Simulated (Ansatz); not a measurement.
# CsH (model cell, started as wurtzite): from the cell to its phonons

Wanted: phonon frequencies of CsH (model cell, started as wurtzite) and what follows from them.

Program: Ansatz 0.2.0. Level of theory: DFT PBEsol, scalar-relativistic, plane waves, PAW. Results are calculated unless marked as measured.

The structure was built from a prototype and need not be the compound's stable phase.

## (1) The starting structure

It takes space group P6_3mc (No. 186, hexagonal). The conventional cell has a = 4.712 Å, b = 4.712 Å, c = 7.696 Å, α = 90.00°, β = 90.00°, γ = 120.00°. Cs has 4 H at 2.89 Å nearest. Nearest to H lie 4 Cs at 2.89 Å. Farther neighbours are not listed.

## (2) Bringing the structure to rest

The cell and atoms are relaxed, since residual forces and stress would shift the frequencies.

input.yaml reads:

```yaml
crystal:
  lattice:
    - [4.71249, 0.0, 0.0]
    - [-2.35625, 4.08114, 0.0]
    - [0.0, 0.0, 7.6955]
  atoms:
    - { symbol: Cs, position: [0.333333, 0.666667, 0.0] }
    - { symbol: Cs, position: [0.666667, 0.333333, 0.5] }
    - { symbol: H, position: [0.333333, 0.666667, 0.375] }
    - { symbol: H, position: [0.666667, 0.333333, 0.875] }
kpoints:
  mp_grid: { grid: [6, 6, 4] }
hamiltonian:
  xc: pbesol
scf:
  occupations: { method: gaussian, width: 0.02 }
output:
  forces: true
  stress: true
  eigenvalues: true
  write_density: true
  write_potential: true
  elf: true
  volumetric_format: npy
relax:
  adjacent_minimum: "off"
  f_tol: 0.005
  max_steps: 80
  cell: { stress_tol: 0.05 }
```

The run is started by

```console
> ansatz run input.yaml --threads 4 --pin off --max-ram 7168MiB --backend cpu --events-out ev --progress --plain --runs-dir out
```

Numbers of over 12 decimals in the logs are rounded to 6 here.

The log of the run:

```text
Warning: the atoms were moved onto the symmetric positions of the space group found under crystal.symmetry.tolerance 1.0e-5 (fractional; no operation is sought that the atoms, as they stand in a round, miss by more than twice it, and no atom is moved by as much as it), and the run uses the moved positions. Before a round's move an operation carried an atom to 4.71e-6 Å from where it should land, the largest such dist [...]
Engine: ansatz 0.2.0, aarch64-unknown-linux-gnu
Pseudopotentials: kind: paw
Pseudopotential: Cs, paw, valence charge 9, recommended cutoff 420 eV (normal), Cs.paw.azcp
Pseudopotential: H, paw, valence charge 1, recommended cutoff 420 eV (normal), H.paw.azcp
Functional definition: PBEsol
  exchange = pbesol_x
  correlation = pbesol_c
Crystal: 4 atoms, lattice volume = 148.002 Å³
Basis set: ecut = 420 eV, 2875 PW (Γ), exchange–correlation on 64×64×108 points (8 copies of the dense FFT grid, shifted against one another)
Bands: 14, of which v1, the nominal top of the filled ones, is band 10 counted from 1 (9 counted from 0)
Symmetry: 12 space group operations
Space group: P63mc (ITA 186), of the structure as read, at distance tolerance 5.3e-5 Å
k-points: 21 of 144 (time reversal used)
Non-local potential: Cs, projectors of the file, l = 0: 3, l = 1: 2, l = 2: 2, l = 3: 2
Non-local potential: H, projectors of the file, l = 0: 2, l = 1: 1
PAW form: soft (Blöchl's): semilocal exchange-correlation on the pseudo side does not see the compensation charge
PAW frozen core: Cs, regenerated for the run's functional, and the local potential with it (the file was generated under x = pbe(κ = 0.804, μ = 0.219515), c = pbe(β = 0.066725))
PAW one-centre angular grid: Cs, 194 points (default); XC on 64 Gauss nodes
PAW one-centre angular grid: H, 110 points (default); XC on 64 Gauss nodes
Initial density: superposition of atomic densities (neutral atoms: chi_scale 0, normalization atom), corrected by the library's trained network
Initial wavefunctions: pseudopotential atomic-orbital guess
Functional: x = pbesol(κ = 0.804, μ = 0.123457), c = pbesol(β = 0.046)
SCF iter   1: F=—  HF=-11203.303664 eV  |F-HF|=—  |Δ(HF+E_count)|=         —  Δρ=3.75e-3  dr2=2.30e-2  ethr=1.77e-3  ⟨swp⟩=7.3  Hψ=2004  notcnv=0
preconditioner: auto → Resta (q_TF=auto, 1.954 Å⁻¹)  ε∞=2.5  [insulator: Δε(μ)=2.987 eV  Ē_g=9.939 eV  σ=0.020 eV  W_gap=1.00  n_scr=22 (ndim 8)  ℏωp=12.2 eV  f_vac=0.136  D(μ)=0.00/eV (n_scr^D=0)  ε∞_Penn≈2.5]
SCF iter   2: F=—  HF=-11203.297774 eV  |F-HF|=—  |Δ(HF+E_count)|=   5.89e-3  Δρ=1.23e-3  dr2=2.62e-3  ethr=1.15e-4  ⟨swp⟩=2.1  Hψ=581  notcnv=0
SCF iter   3: F=—  HF=-11203.297990 eV  |F-HF|=—  |Δ(HF+E_count)|=   2.15e-4  Δρ=1.61e-4  dr2=3.81e-5  ethr=1.31e-5  ⟨swp⟩=2.0  Hψ=420  notcnv=0
SCF iter   4: F=—  HF=-11203.298193 eV  |F-HF|=—  |Δ(HF+E_count)|=   2.04e-4  Δρ=4.23e-5  dr2=4.45e-6  ethr=1.91e-7  ⟨swp⟩=2.0  Hψ=555  notcnv=0
SCF iter   5: F=—  HF=-11203.298212 eV  |F-HF|=—  |Δ(HF+E_count)|=   1.85e-5  Δρ=9.02e-6  dr2=1.35e-7  ethr=2.22e-8  ⟨swp⟩=2.0  Hψ=464  notcnv=0
SCF iter   6: F=-11203.298212 eV  HF=-11203.298212 eV  |F-HF|=2.48e-8  |Δ(HF+E_count)|=   3.49e-7  Δρ=1.96e-6  dr2=7.70e-9  ethr=5.00e-10  ⟨swp⟩=10.6  Hψ=2332  notcnv=0
SCF 1 converged in 6 iterations: F = -11203.298212 eV  dr2 = 7.70e-9
  greatest PAW one-centre occupation: 0.928 electrons in one spin orbital (limit 2), on the Cs atom at site 1 (counted from 0), in its partial waves of l = 0
relax step   1: F+E_penalty+E_count = -11203.29821230 eV  Δ(F+E_penalty+E_count) = +0.000e0 eV  max|allowed force component| = 1.990e-2 eV/Å  Δτ_max = 0.0000 Å  P = +0.650 GPa  Ω = 148.002 Å³  (6 SCF iters, dr2 threshold 1.00e-7 eV, accepted)
Crystal: 4 atoms, lattice volume = 154.456 Å³
Basis set: ecut = 420 eV, 2977 PW (Γ), exchange–correlation on 64×64×108 points (8 copies of the dense FFT grid, shifted against one another)
Initial density: handed on by an earlier stage of this run
Initial wavefunctions: those handed on with the density
iter 1 solved again at ethr=4.05e-5 eV; its pass at ethr=3.10e-3 eV (dr2=8.09e-3 eV) is discarded
SCF iter   1: F=—  HF=-11203.320458 eV  |F-HF|=—  |Δ(HF+E_count)|=         —  Δρ=1.84e-3  dr2=8.42e-3  ethr=4.05e-5  ⟨swp⟩=2.0  Hψ=2473  notcnv=0
preconditioner: auto → Resta (q_TF=auto, 1.941 Å⁻¹)  ε∞=2.4  [insulator: Δε(μ)=3.072 eV  Ē_g=9.967 eV  σ=0.020 eV  W_gap=1.00  n_scr=22 (ndim 8)  ℏωp=12.0 eV  f_vac=0.152  D(μ)=0.00/eV (n_scr^D=0)  ε∞_Penn≈2.4]
SCF iter   2: F=—  HF=-11203.318525 eV  |F-HF|=—  |Δ(HF+E_count)|=   1.93e-3  Δρ=6.32e-4  dr2=1.28e-3  ethr=4.05e-5  ⟨swp⟩=2.0  Hψ=420  notcnv=0
SCF iter   3: F=—  HF=-11203.318691 eV  |F-HF|=—  |Δ(HF+E_count)|=   1.67e-4  Δρ=1.81e-4  dr2=6.45e-5  ethr=6.38e-6  ⟨swp⟩=2.0  Hψ=420  notcnv=0
SCF iter   4: F=—  HF=-11203.318856 eV  |F-HF|=—  |Δ(HF+E_count)|=   1.65e-4  Δρ=2.21e-5  dr2=1.67e-6  ethr=3.23e-7  ⟨swp⟩=2.0  Hψ=539  notcnv=0
SCF iter   5: F=-11203.318864 eV  HF=-11203.318864 eV  |F-HF|=2.49e-7  |Δ(HF+E_count)|=   8.18e-6  Δρ=4.15e-6  dr2=5.94e-8  ethr=2.00e-9  ⟨swp⟩=13.0  Hψ=2692  notcnv=0
SCF 2 converged in 5 iterations: F = -11203.318864 eV  dr2 = 5.94e-8
relax step   2: F+E_penalty+E_count = -11203.31886432 eV  Δ(F+E_penalty+E_count) = -2.065e-2 eV  max|allowed force component| = 6.866e-3 eV/Å  Δτ_max = 0.0170 Å  P = +0.281 GPa  Ω = 154.456 Å³  energy of the carried Pulay correction = -8.523e-4 eV  (5 SCF iters, dr2 threshold 4.00e-7 eV, accepted)
Crystal: 4 atoms, lattice volume = 160.970 Å³
Basis set: ecut = 420 eV, 3151 PW (Γ), exchange–correlation on 64×64×108 points (8 copies of the dense FFT grid, shifted against one another)
iter 1 solved again at ethr=3.85e-5 eV; its pass at ethr=3.10e-3 eV (dr2=7.70e-3 eV) is discarded
SCF iter   1: F=—  HF=-11203.328278 eV  |F-HF|=—  |Δ(HF+E_count)|=         —  Δρ=1.72e-3  dr2=7.88e-3  ethr=3.85e-5  ⟨swp⟩=2.0  Hψ=2532  notcnv=0
preconditioner: auto → Resta (q_TF=auto, 1.927 Å⁻¹)  ε∞=2.4  [insulator: Δε(μ)=3.082 eV  Ē_g=9.977 eV  σ=0.020 eV  W_gap=1.00  n_scr=22 (ndim 8)  ℏωp=11.7 eV  f_vac=0.162  D(μ)=0.00/eV (n_scr^D=0)  ε∞_Penn≈2.4]
SCF iter   2: F=—  HF=-11203.326615 eV  |F-HF|=—  |Δ(HF+E_count)|=   1.66e-3  Δρ=5.83e-4  dr2=1.18e-3  ethr=3.85e-5  ⟨swp⟩=2.0  Hψ=420  notcnv=0
SCF iter   3: F=—  HF=-11203.326896 eV  |F-HF|=—  |Δ(HF+E_count)|=   2.80e-4  Δρ=1.79e-4  dr2=7.08e-5  ethr=5.89e-6  ⟨swp⟩=2.0  Hψ=420  notcnv=0
SCF iter   4: F=—  HF=-11203.327082 eV  |F-HF|=—  |Δ(HF+E_count)|=   1.87e-4  Δρ=2.15e-5  dr2=1.38e-6  ethr=3.54e-7  ⟨swp⟩=2.0  Hψ=539  notcnv=0
SCF iter   5: F=-11203.327090 eV  HF=-11203.327089 eV  |F-HF|=2.61e-7  |Δ(HF+E_count)|=   7.19e-6  Δρ=3.97e-6  dr2=6.07e-8  ethr=1.89e-9  ⟨swp⟩=12.9  Hψ=2713  notcnv=0
SCF 3 converged in 5 iterations: F = -11203.327090 eV  dr2 = 6.07e-8
  greatest PAW one-centre occupation: 0.927 electrons in one spin orbital (limit 2), on the Cs atom at site 1 (counted from 0), in its partial waves of l = 0
relax step   3: F+E_penalty+E_count = -11203.32708962 eV  Δ(F+E_penalty+E_count) = -8.225e-3 eV  max|allowed force component| = 2.253e-2 eV/Å  Δτ_max = 0.0122 Å  P = -0.039 GPa  Ω = 160.970 Å³  energy of the carried Pulay correction = -1.677e-3 eV  (5 SCF iters, dr2 threshold 3.78e-7 eV, accepted)
[... from here on, the SCF cycles and remarks between the steps are left out ...]
relax step   4: F+E_penalty+E_count = -11203.33544118 eV  Δ(F+E_penalty+E_count) = -8.352e-3 eV  max|allowed force component| = 3.424e-3 eV/Å  Δτ_max = 0.0543 Å  P = -0.026 GPa  Ω = 159.658 Å³  energy of the carried Pulay correction = -1.513e-3 eV  (6 SCF iters, dr2 threshold 5.06e-8 eV, accepted)
relax step   5: F+E_penalty+E_count = -11203.34863989 eV  Δ(F+E_penalty+E_count) = -1.320e-2 eV  max|allowed force component| = 7.077e-2 eV/Å  Δτ_max = 0.0431 Å  P = +0.012 GPa  Ω = 156.604 Å³  energy of the carried Pulay correction = -1.128e-3 eV  (6 SCF iters, dr2 threshold 1.20e-7 eV, accepted)
relax step   6: F+E_penalty+E_count = -11203.39286203 eV  Δ(F+E_penalty+E_count) = -4.422e-2 eV  max|allowed force component| = 6.215e-2 eV/Å  Δτ_max = 0.1348 Å  P = -0.131 GPa  Ω = 154.127 Å³  energy of the carried Pulay correction = -8.097e-4 eV  (6 SCF iters, dr2 threshold 3.13e-7 eV, accepted)
relax step   7: F+E_penalty+E_count = -11203.44442579 eV  Δ(F+E_penalty+E_count) = -5.156e-2 eV  max|allowed force component| = 7.070e-2 eV/Å  Δτ_max = 0.1175 Å  P = -0.106 GPa  Ω = 149.504 Å³  energy of the carried Pulay correction = -2.016e-4 eV  (5 SCF iters, dr2 threshold 4.00e-7 eV, accepted)
relax step   8: F+E_penalty+E_count = -11203.44378015 eV  Δ(F+E_penalty+E_count) = +6.456e-4 eV  max|allowed force component| = 7.534e-2 eV/Å  Δτ_max = 0.1502 Å  P = +0.276 GPa  Ω = 143.437 Å³  energy of the carried Pulay correction = +6.257e-4 eV  (6 SCF iters, dr2 threshold 3.12e-7 eV, rejected (line search))
relax step   9: F+E_penalty+E_count = -11203.45674832 eV  Δ(F+E_penalty+E_count) = -1.232e-2 eV  max|allowed force component| = 4.417e-3 eV/Å  Δτ_max = 0.0953 Å  P = -0.056 GPa  Ω = 147.658 Å³  energy of the carried Pulay correction = +4.653e-5 eV  (8 SCF iters, accepted)
relax step  10: F+E_penalty+E_count = -11203.46283284 eV  Δ(F+E_penalty+E_count) = -6.085e-3 eV  max|allowed force component| = 6.083e-4 eV/Å  Δτ_max = 0.0061 Å  P = +0.003 GPa  Ω = 146.529 Å³  energy of the carried Pulay correction = +1.999e-4 eV  (4 SCF iters, dr2 threshold 4.00e-7 eV, accepted)
relax step  11: F+E_penalty+E_count = -11203.46286400 eV  Δ(F+E_penalty+E_count) = -3.116e-5 eV  max|allowed force component| = 2.325e-3 eV/Å  Δτ_max = 0.0017 Å  P = -0.009 GPa  Ω = 146.789 Å³  energy of the carried Pulay correction = +1.645e-4 eV  (6 SCF iters, accepted)
Basis set: ecut = 420 eV, 2895 PW (Γ), exchange–correlation on 72×72×90 points (8 copies of the dense FFT grid, shifted against one another)
Initial wavefunctions: pseudopotential atomic-orbital guess (no wavefunctions were taken with the density)
iter 1 solved again at ethr=2.34e-7 eV; its pass at ethr=3.10e-3 eV (dr2=4.68e-5 eV) is discarded
SCF iter   1: F=—  HF=-11203.465861 eV  |F-HF|=—  |Δ(HF+E_count)|=         —  Δρ=3.11e-4  dr2=1.15e-5  ethr=2.34e-7  ⟨swp⟩=3.1  Hψ=2821  notcnv=0
preconditioner: auto → Resta (q_TF=auto, 1.957 Å⁻¹)  ε∞=2.5  [insulator: Δε(μ)=2.875 eV  Ē_g=10.133 eV  σ=0.020 eV  W_gap=1.00  n_scr=20 (ndim 8)  ℏωp=12.3 eV  f_vac=0.145  D(μ)=0.00/eV (n_scr^D=0)  ε∞_Penn≈2.5]
SCF iter   2: F=—  HF=-11203.467134 eV  |F-HF|=—  |Δ(HF+E_count)|=   1.27e-3  Δρ=1.59e-4  dr2=2.80e-6  ethr=5.75e-8  ⟨swp⟩=2.0  Hψ=512  notcnv=0
SCF iter   3: F=—  HF=-11203.467658 eV  |F-HF|=—  |Δ(HF+E_count)|=   5.24e-4  Δρ=5.90e-6  dr2=8.50e-9  ethr=1.40e-8  ⟨swp⟩=2.0  Hψ=523  notcnv=0
SCF iter   4: F=—  HF=-11203.467658 eV  |F-HF|=—  |Δ(HF+E_count)|=   1.94e-8  Δρ=4.97e-7  dr2=1.90e-10  ethr=4.25e-11  ⟨swp⟩=2.0  Hψ=500  notcnv=0
SCF iter   5: F=-11203.467658 eV  HF=-11203.467658 eV  |F-HF|=5.69e-10  |Δ(HF+E_count)|=   1.12e-8  Δρ=9.71e-8  dr2=3.05e-11  ethr=1.00e-12  ⟨swp⟩=7.5  Hψ=1728  notcnv=0
SCF 12 converged in 5 iterations: F = -11203.467658 eV  dr2 = 3.05e-11
relax step  12: F+E_penalty+E_count = -11203.46765816 eV  Δ(F+E_penalty+E_count) = -4.794e-3 eV  max|allowed force component| = 2.326e-3 eV/Å  Δτ_max = 0.0000 Å  P = +0.018 GPa  Ω = 146.789 Å³  stress off target by 3.35e-2 GPa  SCF on the basis re-selected at this cell (its energy is not comparable with the rows above)  (5 SCF iters)
basis re-selected at this cell: Δ(F+E_penalty+E_count) = -4.794e-3 eV, ΔP = +0.028 GPa vs the last step (what re-selecting the basis moved, of the pressure what is left beyond the Pulay correction that the steps carried, after the strain that the cell walked since its last selection, with what the two solves' SCF thresholds leave and, on support functions, any second-order correction that the steps lacked; it is no measure of the basis error at this ecutwfc). The dense FFT grid was sized anew with the basis: this SCF ran on 36×36×45 points, the steps before it on 32×32×54, so part of this shift can come from that change (see relax.cell in the input reference). [rest of the remark cut]
SCF converged after 5 iterations
Free energy (F): -11203.467658 eV
Harris-Foulkes:  -11203.467658 eV  (|F-HF|=5.69e-10)
Internal energy: -11203.467658 eV  (E = F + TS)
E sigma→0 (E₀):  -11203.467658 eV
Fermi energy:    3.797348 eV
--- Per-component energies (eV) ---
  E_band       = -135.888006
  E_kinetic    = 310.726572
  E_local      = -625.653699  (includes V_loc(G=0)·N_el)
  E_nonlocal   = 64.903215
  E_hartree    = 217.002140
  E_xc         = -363.163404
  E_vxc        = -275.400168  (∫ρ·V_xc dr)
  E_paw        = -9967.810793  (= ΣΔE_a)
  E_vpaw       = -44.466187  (= ΣTr[D̂ρ^β])
  E_aug_tail   = -0.002056  (compensation charges beyond the density's cutoff)
  E_ewald      = -839.757953
  E_core_change = 0.288320  (= ΣΔE_core)
  E_smearing   = -0.000000  (= −TS)
  E_closure    = -0.000000  (closes the sum)
  Σ components = -11203.467658   (vs F -11203.467658, Δ=0.00e0)
--- Forces (eV/Å), atoms counted from 1 ---
  atom   1  Cs     0.00000000    -0.00000000    -0.00232576
  atom   2  Cs    -0.00000000     0.00000000    -0.00232576
  atom   3  H     -0.00000000     0.00000000     0.00232577
  atom   4  H     -0.00000000    -0.00000000     0.00232577
  max |Σ_I F_I| component: 1.35e-8 eV/Å
--- Stress (GPa, compression-positive) ---
        0.033494       0.000000       0.000000
        0.000000       0.033494       0.000000
        0.000000       0.000000      -0.012678
  P = ⅓ Tr σ = 0.0181 GPa (0.181 kbar)
--- Band table (eV; the first three rows and the last of 21) ---
  k-point 0: bands = [... 6 lower, -5.4552, -5.2663, 0.9034, 1.4181, 6.5768, 6.7441, 6.7441, 7.5778]
  k-point 1: bands = [... 6 lower, -5.4929, -5.4211, 1.2239, 1.5883, 6.4722, 6.4722, 6.6467, 7.0471]
  k-point 2: bands = [... 6 lower, -5.5830, -5.5830, 1.6835, 1.6835, 6.5150, 6.5150, 6.5150, 6.5150]
  k-point 20: bands = [... 6 lower, -5.3330, -5.3330, 2.3591, 2.3591, 5.9043, 5.9043, 5.9158, 5.9158]
--- Relaxed structure (11 steps of the walk, 10 accepted, 1 SCFs on fresh bases) ---
  F+E_penalty+E_count = -11203.46765816 eV   max|allowed force component| = 2.326e-3 eV/Å   (the final SCF, on the basis selected at the relaxed cell)
  cell:  # Å, volume = 146.7885 Å³
    - [5.213787, 3.1938313845819876e-6, -1.654608245491962e-17]
    - [-2.606896, 4.515270, 8.273044525063466e-18]
    - [-2.701975303747297e-17, 0, 6.235266]
  atoms:
    - { symbol: Cs, position: [0.333333, 0.666667, -0.062194] }
    - { symbol: Cs, position: [0.666667, 0.333333, 0.437806] }
    - { symbol: H, position: [0.333333, 0.666667, 0.437194] }
    - { symbol: H, position: [0.666667, 0.333333, 0.937194] }
```

Elapsed: 22 s, on 4 threads of Arm Neoverse V1, shared host; peak memory 0.41 GiB; 78 s of CPU time.

The steps of the relaxation:

| step | energy less that of the first step (eV) | largest force component (eV/Å) | pressure (GPa) | volume (Å³) |
| --- | --- | --- | --- | --- |
| 1 | 0.0000 | 0.0199 | 0.65 | 148.00 |
| 2 | -0.0207 | 0.0069 | 0.28 | 154.46 |
| 3 | -0.0289 | 0.0225 | -0.04 | 160.97 |
| 4 | -0.0372 | 0.0034 | -0.03 | 159.66 |
| 5 | -0.0504 | 0.0708 | 0.01 | 156.60 |
| 6 | -0.0947 | 0.0622 | -0.13 | 154.13 |
| 7 | -0.1462 | 0.0707 | -0.11 | 149.50 |
| 8 | -0.1456 | 0.0753 | 0.28 | 143.44 |
| 9 | -0.1585 | 0.0044 | -0.06 | 147.66 |
| 10 | -0.1646 | 0.0006 | 0.00 | 146.53 |
| 11 | -0.1647 | 0.0023 | -0.01 | 146.79 |
| 12* | -0.1694 | 0.0023 | 0.02 | 146.79 |

Relaxation steps marked * repeat the geometry before them on a plane-wave basis chosen anew for their cell, so energy and pressure can jump there. Relaxation step 8 was tried and not accepted.

The run keeps the 12 symmetry operations that it works with, so distortions that break them were not tested.

| cell as run | before | after | change |
| --- | --- | --- | --- |
| a (Å) | 4.712 | 5.214 | +10.6 % |
| b (Å) | 4.712 | 5.214 | +10.6 % |
| c (Å) | 7.696 | 6.235 | -19.0 % |
| volume (Å³/atom) | 37.00 | 36.70 | -0.8 % |

The atoms that moved most (Å, as changes of fractional coordinates times the final cell):

| atom | dx | dy | dz | length |
| --- | --- | --- | --- | --- |
| Cs2 | 0.000 | 0.000 | -0.388 | 0.388 |
| H3 | 0.000 | 0.000 | 0.388 | 0.388 |
| H4 | 0.000 | 0.000 | 0.388 | 0.388 |
| Cs1 | 0.000 | 0.000 | -0.388 | 0.388 |

The relaxed structure:

```xyz
4
Lattice="5.2138 0.0000 0.0000 -2.6069 4.5153 0.0000 0.0000 0.0000 6.2353" Properties=species:S:1:pos:R:3 pbc="T T T"
Cs    0.0000    3.0102   -0.3878
Cs    2.6069    1.5051    2.7298
H     0.0000    3.0102    2.7260
H     2.6069    1.5051    5.8437
```

This step gave:

```yaml
pressure: 0.01810 GPa
gap_on_the_k_mesh: 2.877 eV
volume_per_atom: 36.70 Å³
direct_gap_on_mesh: 3.018 eV
```

ELF in the ac plane at fractional y = 0.333, with atoms of Cs and H within 0.2 Å of it. It is the smooth field of the valence electrons, not physical close to the nuclei.

Ten even steps from '0' (0.08 × 1e-1) to '9' (9.98 × 1e-1), each cell a mean:
```
14652049999960
14641049999950
02431038999940
00100012444310
00000000111000
00000014666420
00100158888862
01310378746883
01310388302784
01310378413884
00210268878873
00000036888741
00000001333200
00000000111000
01220026888620
13541049999950
```
Columns run along a (5.2 Å), rows up along c (6.2 Å). Atoms in or near the plane, at fractional coordinates: Cs at (0.67, 0.44), H at (0.67, 0.94).

Electrostatic potential energy in the ac plane at fractional y = 0.333, with atoms of Cs and H within 0.2 Å of it. With pseudopotentials it is smooth inside the atoms' cores, unlike the true potential.

Values in eV, 16 rows by 14 columns, each cell a mean:
```
  4   3   2   3   4   5   7   7  -6 -23 -11   6   7   6
  4   3   2   3   4   6   7   7  -1 -15  -4   7   7   6
  5   4   3   4   4   6   7   7   7   6   7   7   7   6
  5   4   4   4   5   6   6   7   7   7   7   7   6   6
  5   5   5   5   5   5   5   5   5   4   5   5   5   5
  5   6   6   6   5   5   4   2  -1  -2  -1   1   3   5
  5   6   6   6   5   4   1  -7 -17 -20 -18  -9   0   4
  5   6   7   6   5   3  -4 -18 -22 -21 -22 -20  -6   2
  5   6   7   6   5   2  -8 -22 -20 -18 -19 -22 -11   2
  5   6   7   6   5   3  -6 -21 -21 -19 -21 -22  -9   2
  5   6   6   6   5   4  -1 -13 -22 -23 -22 -16  -3   3
  5   6   6   6   5   4   3  -1  -7 -11  -9  -2   2   4
  5   5   5   5   5   5   5   4   3   2   3   4   4   5
  5   5   5   5   5   5   6   6   6   6   6   6   6   5
  5   4   4   4   5   6   6   7   7   7   7   7   7   6
  4   3   3   3   4   6   7   7   5   0   4   7   7   6
```
Columns run along a (5.2 Å; values clipped at the 3rd and 97th percentile), rows up along c (6.2 Å). Atoms in or near the plane, at fractional coordinates: Cs at (0.67, 0.44), H at (0.67, 0.94).

Valence density in the ac plane at fractional y = 0.333, with atoms of Cs and H within 0.2 Å of it. It is the smooth field of the valence electrons, not physical close to the nuclei.

Ten even steps from '_' (0.0 e/Å³) to '@' (1.2 e/Å³), each cell a mean:
```
______________..==@@++..____
______________..--**==..____
________________......______
____________________________
____________________________
______________....::::..____
____________..--**##**==..__
____________::**%%##%%##--__
____________--%%++__==%%==..
____________--####--**%%==..
____________..++%%%%%%**::__
______________..--==--::____
__________________....______
____________________________
__________________..________
________________::--::..____
```
Columns run along a (5.2 Å), rows up along c (6.2 Å). Atoms in or near the plane, at fractional coordinates: Cs at (0.67, 0.44), H at (0.67, 0.94).

In this step the volume went from 37.00 to 36.70 Å³/atom.

[end of part 1 of 2]

[Logs are printed without paths, hosts, clocks, repeated set-up lines and the standing remarks that a program may print on its own settings, such as how far it seeks lower states.]

[Hosts, paths, dates, database ids (printed as entryN), source tags and the programs' standing remarks are cut or masked in the printed files.]
